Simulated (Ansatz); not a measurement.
# La on W(100): change of the work function, part 4 of 4

How does La on the hollow site change the work function of W(100) as the layer fills?

Ansatz 0.2.0; plane-wave DFT, PBE, Ansatz PAW.

So far, work function, upper face (eV): step 2 (the clean slab) 4.14; step 3 (46 atoms, coverage 0.111 ML, cell 3x3) 3.25; step 4 (21 atoms, coverage 0.25 ML, cell 2x2) 2.58.

## (5) Adsorbate added, k-mesh 6×6×1, coverage 0.5 ML

System of this step: LaW10 (La/W(100)). The cell holds 22 atoms: 20 W and 2 La. Cell: a = 6.320 Å, b = 6.320 Å, c = 27.309 Å, α = 90.0°, β = 90.0°, γ = 90.0°. Vacuum lies along c.

Another coverage, to see how the dipoles act on each other as their distance changes.

The input, input.yaml:

```yaml
crystal:
  lattice:
    - [6.32, 0.0, 0.0]
    - [0.0, 6.32, 0.0]
    - [0.0, 0.0, 27.3087014941]
  atoms:
    - { symbol: W, position: [0.0, 0.0, 0.3295652853] }
    - { symbol: W, position: [0.25, 0.25, 0.387422302] }
    - { symbol: W, position: [0.0, 0.0, 0.4452488734] }
    - { symbol: W, position: [0.25, 0.25, 0.5054720724] }
    - { symbol: W, position: [0.0, 0.0, 0.5578517286] }
    - { symbol: W, position: [0.0, 0.5, 0.3295652853] }
    - { symbol: W, position: [0.25, 0.75, 0.387422302] }
    - { symbol: W, position: [0.0, 0.5, 0.4452488734] }
    - { symbol: W, position: [0.25, 0.75, 0.5054720724] }
    - { symbol: W, position: [0.0, 0.5, 0.5578517286] }
    - { symbol: W, position: [0.5, 0.0, 0.3295652853] }
    - { symbol: W, position: [0.75, 0.25, 0.387422302] }
    - { symbol: W, position: [0.5, 0.0, 0.4452488734] }
    - { symbol: W, position: [0.75, 0.25, 0.5054720724] }
    - { symbol: W, position: [0.5, 0.0, 0.5578517286] }
    - { symbol: W, position: [0.5, 0.5, 0.3295652853] }
    - { symbol: W, position: [0.75, 0.75, 0.387422302] }
    - { symbol: W, position: [0.5, 0.5, 0.4452488734] }
    - { symbol: W, position: [0.75, 0.75, 0.5054720724] }
    - { symbol: W, position: [0.5, 0.5, 0.5578517286] }
    - { symbol: La, position: [0.25, 0.25, 0.6704347147] }
    - { symbol: La, position: [0.75, 0.75, 0.6704347147] }
kpoints:
  mp_grid: { grid: [6, 6, 1] }
hamiltonian:
  xc: pbe
scf:
  occupations: { method: fermi_dirac, width: 0.1 }
  convergence: { dr2_threshold: 1.0e-08 }
efield:
  axis: 3
  dipole_correction: true
  ramp_position: 0.97
  ramp_width: 0.06
relax:
  f_tol: 0.02
  max_steps: 60
  constraints: [{ sites: [0, 1, 5, 6, 10, 11, 15, 16] }]
output:
  dos: { projected: true, e_range: [-8, 4] }
  write_potential: true
  write_density: true
  volumetric_format: npy
  elf: true
```

On the command line:

```sh
$ ansatz run input.yaml --threads 4 --pin off --max-ram 16384MiB --backend cpu --events-out ev --progress --plain --runs-dir out
```

Standard output:

```text
[...]
Crystal: 22 atoms, lattice volume = 1090.775 Å³
Basis set: ecut = 420 eV, 21375 PW (Γ), exchange–correlation on 90×90×384 points (8 copies of the dense FFT grid, shifted against one another)
Bands: 182, of which v1, the nominal top of the filled ones, is band 151 counted from 1 (150 counted from 0)
Symmetry: 16 space group operations
[...]
- { symbol: W, position: [0, 0.500000, 0.445370] }
[...]
- { symbol: W, position: [0.750000, 0.750000, 0.387422] }
    - { symbol: W, position: [0.500000, 0.500000, 0.445370] }
    - { symbol: W, position: [0.750000, 0.750000, 0.505681] }
    - { symbol: W, position: [0.500000, 0.500000, 0.560068] }
    - { symbol: La, position: [0.250000, 0.250000, 0.634811] }
    - { symbol: La, position: [0.750000, 0.750000, 0.634811] }
[key lines of the parts left out:]
SCF converged after 9 iterations
Free energy (F): -220179.792357 eV
Fermi energy:    5.228855 eV
Dipole field:    D = 0.069373 V/Å  (p = 0.418178 e·Å, saw-weighted, corrected)
Work function:   Φ+ = 2.3305 eV   Φ− = 4.2250 eV
```

Run time: 4.5 min. Hardware: 4 threads of Intel Xeon 6975P-C (Granite Rapids), shared host; peak memory 4.8 GiB.

Relaxation path:

| step | energy less that of the first step (eV) | largest force component (eV/Å) |
| --- | --- | --- |
| 1 | 0.0000 | 1.9339 |
| 2 | -1.2059 | 2.2039 |
| 3 | -2.1494 | 2.0349 |
| 4 | -2.9005 | 1.4727 |
| 5 | -3.3468 | 0.6401 |
| 6 | -3.5021 | 0.1927 |
| 7 | -3.5112 | 0.0133 |

The run keeps the 16 symmetry operations that the program found, so distortions that break them were not tested.

The atoms that moved most (Å):

```csv
atom,dx,dy,dz,length
La21,0.000,0.000,-0.973,0.973
La22,0.000,0.000,-0.973,0.973
W5,0.000,0.000,0.061,0.061
W10,0.000,0.000,0.061,0.061
W15,0.000,0.000,0.061,0.061
W20,0.000,0.000,0.061,0.061
W9,0.000,0.000,-0.017,0.017
W14,0.000,0.000,-0.017,0.017
```

Final coordinates:

```
W La
1.0
     6.32000    0.00000    0.00000
     0.00000    6.32000    0.00000
     0.00000    0.00000   27.30870
W La
20 2
Direct
  0.00000 0.00000 0.32957
  0.25000 0.25000 0.38742
  0.00000 0.00000 0.44537
  0.25000 0.25000 0.50568
  0.00000 0.00000 0.56007
  0.00000 0.50000 0.32957
  0.25000 0.75000 0.38742
  0.00000 0.50000 0.44537
  0.25000 0.75000 0.50485
  0.00000 0.50000 0.56007
  0.50000 0.00000 0.32957
  0.75000 0.25000 0.38742
  0.50000 0.00000 0.44537
  0.75000 0.25000 0.50485
  0.50000 0.00000 0.56007
  0.50000 0.50000 0.32957
  0.75000 0.75000 0.38742
  0.50000 0.50000 0.44537
  0.75000 0.75000 0.50568
  0.50000 0.50000 0.56007
  0.25000 0.25000 0.63481
  0.75000 0.75000 0.63481
```

Running mean over 1.58 Å of the planar mean; the ramp of the sawtooth is left out. The electron's electrostatic potential energy less the Fermi level by z:

```
z (Å)  electron's electrostatic potential energy less the Fermi level (eV)
  3.5                                                                 4.22
  4.0                                                                 4.22
  4.5                                                                 4.22
  5.0                                                                 4.22
  5.5                                                                 4.19
  6.0                                                                 4.13
  6.5                                                                 3.95
  7.0                                                                 3.39
  7.5                                                                 1.68
  8.0                                                                -2.57
  8.5                                                                -7.97
  9.0                                                                -11.3
  9.5                                                                -12.1
 10.0                                                                -12.3
 10.5                                                                -12.5
 11.0                                                                -12.6
 11.5                                                                -12.6
 12.0                                                                -12.5
 12.5                                                                -12.2
 13.0                                                                -12.0
 13.5                                                                -12.3
 14.0                                                                -12.9
 14.5                                                                -13.1
 15.0                                                                -12.5
 15.5                                                                -10.6
 16.0                                                                -7.34
 16.5                                                                -4.76
 17.0                                                                -4.59
 17.5                                                                -4.79
 18.0                                                                -3.11
 18.5                                                               -0.769
 19.0                                                                 1.08
 19.5                                                                 1.84
 20.0                                                                 2.12
 20.5                                                                 2.24
 21.0                                                                 2.29
 21.5                                                                 2.32
 22.0                                                                 2.32
 22.5                                                                 2.33
 23.0                                                                 2.33
 23.5                                                                 2.33
 24.0                                                                 2.33
```

The relaxation took 7 steps and lowered the energy by 3.5 eV; the largest force on the free atoms ends at 0.013 eV/Å.

The covered face has 2.33 eV, -1.81 eV against the clean one; the bare back face has moved by -0.03 eV, a measure of how thin the slab is.

## (6) Work function against coverage

This step: plane-wave DFT, PBE, Ansatz PAW; work function against coverage (Ansatz 0.2.0).

The runs are now put side by side.

This step gave:

```
work function of the clean face     : 4.140 eV
largest change of the work function : -1.810 eV
```

Work function of the covered face against coverage:

| coverage (adsorbates/nm²) | work function of the covered face (eV) |
| --- | --- |
| 0.00 | 4.14 |
| 1.11 | 3.25 |
| 2.50 | 2.58 |
| 5.01 | 2.33 |

The dipole per adsorbate comes from the change of the cell's dipole. Coverage, by row:

```csv
coverage (1/nm²),coverage (ML),work function (eV),change (eV),"dipole per adsorbate, positive end outwards (debye)",mean height of the added atoms over the highest substrate atom (Å)
1.113,0.1111,3.252,-0.8881,2.075,1.94
2.504,0.25,2.582,-1.558,1.63,1.993
5.007,0.5,2.331,-1.81,0.946,2.041
```

## (7) Results

```yaml
work_function_of_the_clean_face: 4.14 eV
work_function_at_0p11_ml: 3.25 eV
work_function_at_0p25_ml: 2.58 eV
work_function_at_0p5_ml: 2.33 eV
dipole_per_adsorbate_at_0p11_ml_positive_end_outwards: 2.08 D
```

What this shows: La lowers the work function of W(100) at the lowest coverage, by 0.89 eV: the adsorbate layer has its positive end outwards. The dipole per adsorbate falls from 2.08 to 0.95 D as the layer fills. Neighbouring dipoles depolarise each other, and heights and bonding change with coverage too. The slab has 5 layers, at the tabulated experimental lattice constant, one starting site was run, and quantum-size effects of a slab this thin can reach one or two tenths of an eV. The main runs have no spin polarisation; a magnetic state could lie lower and would change these results.

[Long decimals in the printed logs are rounded to 6 places.]

[Logs are printed without paths, hosts, clocks, repeated set-up lines and the standing remarks that a program may print on its own settings, such as how far it seeks lower states.]

[Hosts, paths, dates, database ids (printed as entryN), source tags and the programs' standing remarks are cut or masked in the printed files.]

[Maps of the electrostatic potential energy from Ansatz leave out the sawtooth potential of an applied field or a dipole correction, so their vacuum need not be flat; planar profiles and work functions include it.]
